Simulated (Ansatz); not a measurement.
## G0W0 on several functionals: AlH3 (Fd-3m)

Aim: G0W0 for AlH3 (Fd-3m) on several starting functionals, at one mesh, band count and screening cutoff.

Main program and level: Ansatz 0.2.0; G0W0 on several functionals, plane waves, PAW.

In doubt: masses and optical values from hybrid runs of this build are listed as unsure (steps 3, 4), which bears on the screening that GW takes from such a start.

### Step 1. Starting point

It takes space group Fd-3m (No. 227, cubic). The conventional cell has a = 8.979 Å, b = 8.979 Å, c = 8.979 Å, α = 90.00°, β = 90.00°, γ = 90.00°. Nearest to Al lie 6 H at 1.71 Å. H has 2 Al at 1.71 Å nearest. Farther neighbours are not listed.

The cell and positions are those that the Materials Project relaxed with its own functionals (PBE, PBE+U or r2SCAN), kept fixed. The default PAW set here is soft_2. Its files were made with PBE.

### Step 2. G0W0 on LDA

G0W0 replaces the xc potential by the self-energy, built once from these orbitals. Only a window of levels is corrected, while the sums run over the empty bands that the input names.

This step: G0W0 on LDA, plane waves, PAW.

input.yaml reads:

```yaml
crystal:
  lattice:
    - [0.0, 4.48935055, 4.48935055]
    - [4.48935055, 0.0, 4.48935055]
    - [4.48935055, 4.48935055, 0.0]
  atoms:
    - { symbol: Al, position: [0.625, 0.125, 0.125] }
    - { symbol: Al, position: [0.125, 0.625, 0.125] }
    - { symbol: Al, position: [0.125, 0.125, 0.625] }
    - { symbol: Al, position: [0.125, 0.125, 0.125] }
    - { symbol: H, position: [0.80509041, 0.80509041, 0.19490959] }
    - { symbol: H, position: [0.19490959, 0.19490959, 0.80509041] }
    - { symbol: H, position: [0.80509041, 0.19490959, 0.80509041] }
    - { symbol: H, position: [0.19490959, 0.80509041, 0.19490959] }
    - { symbol: H, position: [0.19490959, 0.80509041, 0.80509041] }
    - { symbol: H, position: [0.80509041, 0.19490959, 0.19490959] }
    - { symbol: H, position: [0.44490959, 0.44490959, 0.05509041] }
    - { symbol: H, position: [0.05509041, 0.05509041, 0.44490959] }
    - { symbol: H, position: [0.44490959, 0.05509041, 0.44490959] }
    - { symbol: H, position: [0.05509041, 0.44490959, 0.05509041] }
    - { symbol: H, position: [0.05509041, 0.44490959, 0.44490959] }
    - { symbol: H, position: [0.44490959, 0.05509041, 0.05509041] }
kpoints:
  mp_grid: { grid: [4, 4, 4] }
hamiltonian:
  xc: lda
scf:
  occupations: { method: fixed }
gw:
  n_empty_bands: 386
  ecut_chi: 96
  qp_bands: [v4, c4]
  qp_kpoints: band_edges
  screening: { model: contour_deformation }
```

Launch:

```sh
$ ansatz run input.yaml --threads 3 --pin off --max-ram 92160MiB --backend cuda --events-out ev --progress --plain --runs-dir out --devices 1 --max-vram 13GiB
```

Numbers of over 12 decimals in the logs are rounded to 6 here.

Log:

```text
GPUs: using 1 of 1 available (devices: 1).
Engine: ansatz 0.2.0, x86_64-unknown-linux-gnu
Pseudopotentials: kind: paw
Pseudopotential: Al, paw, valence charge 3, recommended cutoff 420 eV (normal), Al.paw.azcp
Pseudopotential: H, paw, valence charge 1, recommended cutoff 420 eV (normal), H.paw.azcp
Functional definition: SPW92
  exchange = slater_x
  correlation = pw_c
device memory: the entry about to start is reckoned to put 2.3 GiB on a device that reports 49.5 GiB free (of which the cap on the GPU budget leaves the run 13.0 GiB)
GPU FFT provider: cuFFT
GPU libraries: cuBLAS 13.8.2, cuFFT 12.4.0, cuSOLVER 12.3.4
Crystal: 16 atoms, lattice volume = 180.959 Å³
Basis set: ecut = 420 eV, 3527 PW (Γ)
Bands: 28, of which v1, the nominal top of the filled ones, is band 12 counted from 1 (11 counted from 0)
Symmetry: 48 space group operations
Space group: Fd-3m (ITA 227), of the structure as read, at distance tolerance 5.7e-5 Å
k-points: 8 of 64
Non-local potential: Al, projectors of the file, l = 0: 2, l = 1: 2, l = 2: 1
Non-local potential: H, projectors of the file, l = 0: 2, l = 1: 1
PAW form: soft (Blöchl's): semilocal exchange-correlation on the pseudo side does not see the compensation charge
PAW frozen core: Al, regenerated for the run's functional, and the local potential with it (the file was generated under x = pbe(κ = 0.804, μ = 0.219515), c = pbe(β = 0.066725))
PAW one-centre angular grid: Al, 110 points (default); XC on 64 Gauss nodes
PAW one-centre angular grid: H, 110 points (default); XC on 64 Gauss nodes
Initial density: superposition of atomic densities (neutral atoms: chi_scale 0, normalization atom), corrected by the library's trained network
Initial wavefunctions: pseudopotential atomic-orbital guess
GPU buffer pool allocated for 91125 grid points (all kernels)
GPU transforms: local potential and band sums: pruned to the plane-wave sphere, on 45×45×45
Functional: x = slater, c = lda
SCF iter   1: F=—  HF=-2238.994553 eV  |F-HF|=—  |Δ(HF+E_count)|=         —  Δρ=1.19e-2  dr2=1.81e-1  ethr=1.77e-3  ⟨swp⟩=5.1  Hψ=954  notcnv=0  defer=101
preconditioner: auto → none  [insulator: Δε(μ)=2.691 eV  Ē_g=10.708 eV  n_scr=14 (ndim 8)  ℏωp=13.5 eV  f_vac=0.153  ε∞_Penn≈2.6]
SCF iter   2: F=—  HF=-2238.936405 eV  |F-HF|=—  |Δ(HF+E_count)|=   5.81e-2  Δρ=3.79e-3  dr2=1.86e-2  ethr=7.53e-4  ⟨swp⟩=2.2  Hψ=326  notcnv=0  defer=109
SCF iter   3: F=—  HF=-2238.932106 eV  |F-HF|=—  |Δ(HF+E_count)|=   4.30e-3  Δρ=2.39e-4  dr2=8.60e-5  ethr=7.77e-5  ⟨swp⟩=2.6  Hψ=244  notcnv=0  defer=109
SCF iter   4: F=—  HF=-2238.932174 eV  |F-HF|=—  |Δ(HF+E_count)|=   6.83e-5  Δρ=7.03e-5  dr2=6.45e-6  ethr=3.58e-7  ⟨swp⟩=2.2  Hψ=255  notcnv=0  defer=105
iter 5 did not close the SCF: its close was put off for the readings that it lacked (scf_convergence_deferred on its scf_iter line)
SCF iter   5: F=-2238.932183 eV  HF=-2238.932183 eV  |F-HF|=1.21e-8  |Δ(HF+E_count)|=   8.72e-6  Δρ=4.65e-6  dr2=2.98e-8  ethr=2.69e-8  ⟨swp⟩=2.1  Hψ=210  notcnv=0  defer=105
SCF iter   6: F=-2238.932183 eV  HF=-2238.932183 eV  |F-HF|=1.24e-10  |Δ(HF+E_count)|=  3.14e-10  Δρ=5.11e-7  dr2=4.15e-10  ethr=1.24e-10  ⟨swp⟩=10.6  Hψ=1598  notcnv=0
SCF 1 converged in 6 iterations: F = -2238.932183 eV  dr2 = 4.15e-10
  greatest PAW one-centre occupation: 0.402 electrons in one spin orbital (limit 2), on the Al atom at site 3 (counted from 0), in its partial waves of l = 0
device memory: the entry about to start is reckoned to put 3.0 GiB on a device that reports 46.2 GiB free (of which the cap on the GPU budget leaves the run 13.0 GiB)
NSCF: frozen V_eff on 8 k-points
the band table was solved once the SCF had ended and its energy, with any forces and stress, was formed, with the checks that follow a solve (1073 applications of the Hamiltonian). They found nothing against the state; the energy, forces and stress were not computed again (output.eigenvalues in the input reference)
device memory: the entry about to start is reckoned to put 4.7 GiB on a device that reports 46.2 GiB free (of which the cap on the GPU budget leaves the run 13.0 GiB)
NSCF: frozen V_eff on 8 k-points
G₀W₀ screening: q 1/8
[... further progress lines ...]
device memory: the entry about to start is reckoned to put 0.5 GiB on a device that reports 43.9 GiB free (of which the cap on the GPU budget leaves the run 13.0 GiB)
NSCF: frozen V_eff on 1 k-points
SCF converged after 6 iterations
Free energy (F): -2238.932183 eV
Harris-Foulkes:  -2238.932183 eV  (|F-HF|=1.24e-10)
Internal energy: -2238.932183 eV  (E = F + TS)
E sigma→0 (E₀):  -2238.932183 eV
Fermi energy:    -0.147301 eV
--- Per-component energies (eV) ---
  E_band       = -98.833651
  E_kinetic    = 262.061517
  E_local      = -405.152321  (includes V_loc(G=0)·N_el)
  E_nonlocal   = 58.936682
  E_hartree    = 132.671479
  E_xc         = -263.935538
  E_vxc        = -256.465387  (∫ρ·V_xc dr)
  E_paw        = -1779.057659  (= ΣΔE_a)
  E_vpaw       = -23.541996  (= ΣTr[D̂ρ^β])
  E_aug_tail   = -0.015109  (compensation charges beyond the density's cutoff)
  E_ewald      = -244.664101
  E_core_change = 0.222866  (= ΣΔE_core)
  E_smearing   = -0.000000  (= −TS)
  E_closure    = 0.000000  (closes the sum)
  Σ components = -2238.932183   (vs F -2238.932183, Δ=0.00e0)
--- Band table (eV; the first three rows and the last of 8) ---
  k-point 0: bands = [... 8 lower, -3.7129, -3.7129, -0.1473, -0.1473, 2.9238, 4.3709, 4.3709, 4.3709, ... 12 higher]
  k-point 1: bands = [... 8 lower, -3.2479, -2.9487, -0.6356, -0.6356, 3.4887, 3.9614, 4.7897, 4.9395, ... 12 higher]
  k-point 2: bands = [... 8 lower, -2.3337, -1.9220, -1.5073, -1.5073, 3.0893, 3.8688, 4.8745, 4.8745, ... 12 higher]
  k-point 7: bands = [... 8 lower, -2.0786, -2.0786, -1.3258, -1.3258, 3.0357, 3.0357, 4.7453, 4.7453, ... 12 higher]
--- G₀W₀: contour deformation, 6 samples at zero and on the imaginary axis and 2 off it, 64 q-points, 386 empty bands' worth ---
  eigenvalues of the whole cell's RPA ε∞ on this k-mesh (on a slab, of 1 + 4πα/V) = 3.4364, 3.4364, 3.4364; static W/v taken at q = 0 is 0.291002
  bands read: the sum over 398 bands ends inside a degenerate multiplet in 2 slots, whose members it reads at an even weight; the widest, k=0: bands 398 to 400 (counted from 1) at 1/3 each
  gw.qp_kpoints: band_edges: 8 of 8 stored k-points solved, in 1 pass; an edge of the gap read off the rows below is read off those points alone
    ik  band        ε_KS         Σx   Σc(E_QP)       V_xc       Z   E_QP_lin       E_QP  E_QP is
     0     9     -3.7129   -16.3723     3.2259   -11.7928  0.7293    -5.1175    -5.0665  root
     0    10     -3.7129   -16.3723     3.2259   -11.7928  0.7293    -5.1175    -5.0665  root
     0    11     -0.1473   -15.5426     1.9713   -12.2736  0.7733    -1.4686    -1.4451  root
     0    12     -0.1473   -15.5426     1.9713   -12.2736  0.7733    -1.4686    -1.4451  root
     0    13      2.9238    -2.9882    -3.3941    -7.0671  0.8223     3.6142     3.6086  root
     0    14      4.3709    -3.4829    -3.6370    -7.9061  0.8090     5.1657     5.1570  root
     0    15      4.3709    -3.4829    -3.6370    -7.9061  0.8090     5.1657     5.1570  root
     0    16      4.3709    -3.4829    -3.6370    -7.9061  0.8090     5.1657     5.1570  root
     1     9     -3.2479   -16.0450     2.9464   -11.7952  0.7365    -4.5963    -4.5512  root
     1    10     -2.9487   -15.7604     2.6376   -11.8899  0.7445    -4.2187    -4.1816  root
     1    11     -0.6356   -15.4899     2.0542   -12.1565  0.7696    -1.9395    -1.9147  root
     1    12     -0.6356   -15.4899     2.0542   -12.1565  0.7696    -1.9395    -1.9147  root
     1    13      3.4887    -3.1689    -3.5061    -7.3923  0.8170     4.2126     4.2060  root
     1    14      3.9614    -4.2524    -3.4934    -8.5165  0.8090     4.7401     4.7322  root
     1    15      4.7897    -4.8928    -3.9242    -9.7525  0.7946     5.7399     5.7252  root
     1    16      4.9395    -4.7189    -3.8063    -9.3945  0.7946     5.8215     5.8088  root
     2     9     -2.3337   -15.8780     2.6123   -11.9514  0.7509    -3.6850    -3.6481  root
     2    10     -1.9220   -15.6651     2.3414   -12.0426  0.7594    -3.2338    -3.2031  root
     2    11     -1.5073   -15.3917     2.2144   -11.9422  0.7613    -2.7695    -2.7423  root
     2    12     -1.5073   -15.3917     2.2144   -11.9422  0.7613    -2.7695    -2.7423  root
     2    13      3.0893    -6.2155    -3.6342   -10.8592  0.8010     4.1118     4.0988  root
     2    14      3.8688    -2.6940    -3.4623    -6.8455  0.8206     4.5641     4.5580  root
     2    15      4.8745    -7.3787    -3.9760   -12.3659  0.7752     5.9058     5.8857  root
     2    16      4.8745    -7.3787    -3.9760   -12.3659  0.7752     5.9058     5.8857  root
[...]
7     9     -2.0786   -15.7638     2.5043   -11.9605  0.7538    -3.4124    -3.3776  root
     7    10     -2.0786   -15.7638     2.5043   -11.9605  0.7538    -3.4124    -3.3776  root
     7    11     -1.3258   -15.4885     2.1662   -12.0555  0.7654    -2.6192    -2.5926  root
     7    12     -1.3258   -15.4885     2.1662   -12.0555  0.7654    -2.6192    -2.5926  root
     7    13      3.0357    -7.1079    -3.5536   -11.6574  0.7954     4.0439     4.0316  root
     7    14      3.0357    -7.1079    -3.5536   -11.6574  0.7954     4.0439     4.0316  root
     7    15      4.7453    -5.6042    -4.1207   -10.7629  0.7863     5.8020     5.7833  root
     7    16      4.7453    -5.6042    -4.1207   -10.7629  0.7863     5.8020     5.7833  root
```

The job ended after 15 s (1 × NVIDIA H100 80GB HBM3 (shared by 6 runs) with 3 threads of AMD EPYC 7R13 (Zen 3), shared host; peak memory 1.5 GiB; 20 s of CPU time).

In the SCF lines HF is the Harris–Foulkes energy and dr2 the Hartree energy of the density residual, in eV; the loop may stop once dr2 is under the threshold and the program's other checks hold. Hψ counts applications of the Hamiltonian.

Numbers from this step:

| Property | Result |
| --- | --- |
| bands summed | 398 |
| RPA ε∞ on this mesh (eigenvalues) | 3.436, 3.436, 3.436 |
| plane waves in the screening matrix | 387 |
| q-points in the mesh | 64 |
| G0W0 gap on the mesh | 5.054 eV |
| k of the valence top | 0, 0, 0 |
| k of the conduction bottom | 0, 0, 0 |
| starting gap on the mesh | 2.848 eV |
| Z at the valence top | 0.7733 |
| Z at the conduction bottom | 0.8223 |
| least direct G0W0 gap on the computed points | 5.054 eV |

The gap on the mesh goes from 2.85 eV to 5.05 eV, a correction of +2.21 eV, though a band edge has moved to another state.

### Step 3. G0W0 on HSE06

The same correction from a different start measures what one shot leaves open.

This step: G0W0 on HSE06, plane waves, PAW.

Edit input.yaml of step 2 so:

```diff
@@ -25,3 +25,3 @@
 hamiltonian:
-  xc: lda
+  xc: hse06
 scf:
```

Log:

```text
GPUs: using 1 of 1 available (devices: 1).
[...]
davidson cushion auto → on  (no smearing: the cushion is to keep the highest requested band from converging to the state above it; pin scf.eigensolver.cushion to override)
[...]
GPU FFT provider: cuFFT
GPU libraries: cuBLAS 13.8.2, cuFFT 12.4.0, cuSOLVER 12.3.4
Crystal: 16 atoms, lattice volume = 180.959 Å³
Basis set: ecut = 420 eV, 3527 PW (Γ)
Bands: 28, of which v1, the nominal top of the filled ones, is band 12 counted from 1 (11 counted from 0)
[... 1 set-up line as in the run before ...]
[...]
k-points: 8 of 64
[...]
GPU buffer pool allocated for 91125 grid points (all kernels)
[...]
SCF iter   1: F=—  HF=-2340.623796 eV  |F-HF|=—  |Δ(HF+E_count)|=         —  Δρ=1.75e-3  dr2=4.10e-3  ethr=1.77e-3  ⟨swp⟩=8.9  Hψ=1321  notcnv=0
[...]
SCF iter   2: F=-2340.630104 eV  HF=-2340.629027 eV  |F-HF|=1.08e-3  |Δ(HF+E_count)|=   5.23e-3  Δρ=8.32e-4  dr2=8.82e-4  ethr=1.71e-5  ⟨swp⟩=4.8  Hψ=740  notcnv=0
SCF 1 stopped early in 2 iterations: F = -2340.630104 eV  dr2 = 8.82e-4
[...]
GPU FFT provider: cuFFT
GPU libraries: cuBLAS 13.8.2, cuFFT 12.4.0, cuSOLVER 12.3.4
[...]
GPU buffer pool allocated for 91125 grid points (all kernels)
[...]
Frozen-core exchange: fock
[...]
Internal energy: -2342.901251 eV  (E = F + TS)
E sigma→0 (E₀):  -2342.901251 eV
Fermi energy:    -0.858002 eV
[...]
--- Band table (eV; the first three rows and the last of 8) ---
  k-point 0: bands = [... 8 lower, -4.6435, -4.6435, -0.8580, -0.8580, 3.6732, 5.1812, 5.1812, 5.1812, ... 9 higher]
  k-point 1: bands = [... 8 lower, -4.0996, -3.7331, -1.3421, -1.3421, 4.2463, 4.7444, 5.6314, 5.7628, ... 9 higher]
  k-point 2: bands = [... 8 lower, -3.1382, -2.6879, -2.2030, -2.2030, 3.8999, 4.6696, 5.6716, 5.6716, ... 9 higher]
  k-point 7: bands = [... 8 lower, -2.8582, -2.8582, -2.0480, -2.0480, 3.7993, 3.7993, 5.5791, 5.5791, ... 9 higher]
  guard bands above this table: 3 of the run's 28 bands. The solve was not asked for them (output.publish_guard_bands: true or output.eigenvalues: true publishes all)
[...]
0     9     -4.6435   -16.6177     2.6986   -12.9344  0.7767    -5.6437    -5.6282  root
     0    10     -4.6435   -16.6177     2.6986   -12.9344  0.7767    -5.6437    -5.6282  root
     0    11     -0.8580   -15.9734     1.7507   -13.2610  0.8105    -1.8283    -1.8197  root
     0    12     -0.8580   -15.9734     1.7507   -13.2610  0.8105    -1.8283    -1.8197  root
     0    13      3.6732    -2.8639    -3.0669    -6.2967  0.8527     4.0402     4.0391  root
     0    14      5.1812    -3.3764    -3.2595    -7.1049  0.8426     5.6522     5.6502  root
     0    15      5.1812    -3.3764    -3.2595    -7.1049  0.8426     5.6522     5.6502  root
     0    16      5.1812    -3.3764    -3.2595    -7.1049  0.8426     5.6522     5.6502  root
[...]
7    13      3.7993    -6.7258    -3.2774   -10.7569  0.8307     4.5578     4.5530  root
     7    14      3.7993    -6.7258    -3.2774   -10.7569  0.8307     4.5578     4.5530  root
     7    15      5.5791    -5.2760    -3.7000    -9.7133  0.8239     6.3221     6.3164  root
     7    16      5.5791    -5.2760    -3.7000    -9.7133  0.8239     6.3221     6.3164  root
[key lines of the parts left out:]
Free energy (F): -2342.901251 eV
```

Run time: 51 s. Hardware: 1 × NVIDIA H100 80GB HBM3 (shared by 6 runs) with 3 threads; peak memory 1.7 GiB; 65 s of CPU time.

Numbers from this step:

* bands summed: 398
* RPA ε∞ on this mesh (eigenvalues): 2.705, 2.705, 2.705
* plane waves in the screening matrix: 387
* q-points in the mesh: 64
* G0W0 gap on the mesh: 5.859 eV
* k of the valence top: 0, 0, 0
* k of the conduction bottom: 0, 0, 0
* starting gap on the mesh: 4.349 eV
* Z at the valence top: 0.8105
* Z at the conduction bottom: 0.8527
* least direct G0W0 gap on the computed points: 5.859 eV

Against the run with 4×4×4 mesh, 386 empty bands, screening to 96 eV on LDA, the gap moves by +0.81 eV, while the start moved by +1.50 eV.

### Step 4. G0W0 on PBE0

This step: G0W0 on PBE0, plane waves, PAW.

Edit input.yaml of step 3 so:

```diff
@@ -25,3 +25,3 @@
 hamiltonian:
-  xc: hse06
+  xc: pbe0
 scf:
```

Log:

```text
GPUs: using 1 of 1 available (devices: 1).
[...]
GPU FFT provider: cuFFT
GPU libraries: cuBLAS 13.8.2, cuFFT 12.4.0, cuSOLVER 12.3.4
Crystal: 16 atoms, lattice volume = 180.959 Å³
Basis set: ecut = 420 eV, 3527 PW (Γ)
Bands: 28, of which v1, the nominal top of the filled ones, is band 12 counted from 1 (11 counted from 0)
[... 1 set-up line as in the run before ...]
[...]
k-points: 8 of 64
[...]
0    15      5.5487    -3.3646    -3.1381    -6.7248  0.8534     5.7711     5.7706  root
     0    16      5.5487    -3.3646    -3.1381    -6.7248  0.8534     5.7711     5.7706  root
[...]
7    13      4.1562    -6.7067    -3.1659   -10.3880  0.8418     4.6734     4.6716  root
     7    14      4.1562    -6.7067    -3.1659   -10.3880  0.8418     4.6734     4.6716  root
     7    15      5.9440    -5.2664    -3.5647    -9.3404  0.8358     6.4555     6.4533  root
     7    16      5.9440    -5.2664    -3.5647    -9.3404  0.8358     6.4555     6.4533  root
[key lines of the parts left out:]
Free energy (F): -2343.630442 eV
Fermi energy:    -1.232382 eV
```

Wall time 58 s (1 × NVIDIA H100 80GB HBM3 (shared by 6 runs) with 3 threads); peak memory 1.7 GiB; 67 s of CPU time.

Numbers from this step:

- bands summed: 398
- RPA ε∞ on this mesh (eigenvalues): 2.565, 2.565, 2.565
- plane waves in the screening matrix: 387
- G0W0 gap on the mesh: 6.093 eV
- k of the valence top: 0, 0, 0
- k of the conduction bottom: 0, 0, 0
- starting gap on the mesh: 5.076 eV
- least direct G0W0 gap on the computed points: 6.093 eV

Against the run with 4×4×4 mesh, 386 empty bands, screening to 96 eV on HSE06, the gap moves by +0.23 eV, while the start moved by +0.73 eV.

### Step 5. Side by side

All on the 4×4×4 mesh with 386 empty bands and screening to 96 eV. Times are wall times on 1 × NVIDIA H100 80GB HBM3 (shared by 6 runs) with 3 threads of AMD EPYC 7R13 (Zen 3), shared host, good to a factor of about two.

```csv
start,starting gap (eV),shift (eV),G0W0 gap (eV),RPA ε∞ (harmonic mean),"Z (valence, conduction)",time
LDA,2.85,+2.21,5.05,3.44,"0.77, 0.82",15 s
HSE06,4.35,+1.51,5.86,2.70,"0.81, 0.85",51 s
PBE0,5.08,+1.02,6.09,2.56,"0.82, 0.86",58 s
```

The parts of the quasiparticle energy at the two band edges (eV; QP = start + Σx + Σc − Vxc):

```csv
run,edge,start,Σx,Σc,Vxc,Z,QP
LDA,valence top,-0.15,-15.54,1.97,-12.27,0.77,-1.45
LDA,conduction bottom,2.92,-2.99,-3.39,-7.07,0.82,3.61
HSE06,valence top,-0.86,-15.97,1.75,-13.26,0.81,-1.82
HSE06,conduction bottom,3.67,-2.86,-3.07,-6.30,0.85,4.04
PBE0,valence top,-1.23,-15.98,1.63,-13.64,0.82,-1.95
PBE0,conduction bottom,4.03,-2.86,-2.96,-5.93,0.86,4.15
```

For a hybrid start, Vxc holds its share of exact exchange. Where G0W0 reorders the edges (LDA, HSE06 and PBE0), the two states listed lie further apart at the start than the starting gap.

### Step 6. What came out

| Quantity | Value |
| --- | --- |
| G0W0@LDA | 5.05 eV (start 2.85 eV) |
| G0W0@HSE06 | 5.86 eV (start 4.35 eV) |
| G0W0@PBE0 | 6.09 eV (start 5.08 eV) |
| known limits | not at the basis limit |

The starting gaps span 2.23 eV and the G0W0 gaps 1.04 eV. Between LDA and PBE0, 1.04 eV of the 2.23 eV survives, 47 %. PBE0 screens less than LDA (ε∞ 2.56 against 3.44). Of the 1.04 eV by which its G0W0 gap is higher, the correlation part gives +0.78 eV, and exchange with the one-particle terms, which follow the orbitals, +0.26 eV. The smallest correction, +1.02 eV, is on PBE0, the start nearest to reproducing itself. Bands and cutoff are finite, so the gap is not at the basis limit. The miss can reach some tenths of an eV and take either sign; the mesh is an error of its own.

[Paths, hosts, dates, memory and timing lines, banners, echoed tables and standing remarks are left out of the program output.]

[Logs are printed without paths, hosts, clocks, repeated set-up lines and the standing remarks that a program may print on its own settings, such as how far it seeks lower states.]

[Runs of the session that timed out or met a known fault of the program may be left out.]

[Cells called generated may have been cut or substituted from an entry of the Crystallography Open Database or the Materials Project.]

[Hosts, paths, dates, database ids (printed as entryN), source tags and the programs' standing remarks are cut or masked in the printed files.]
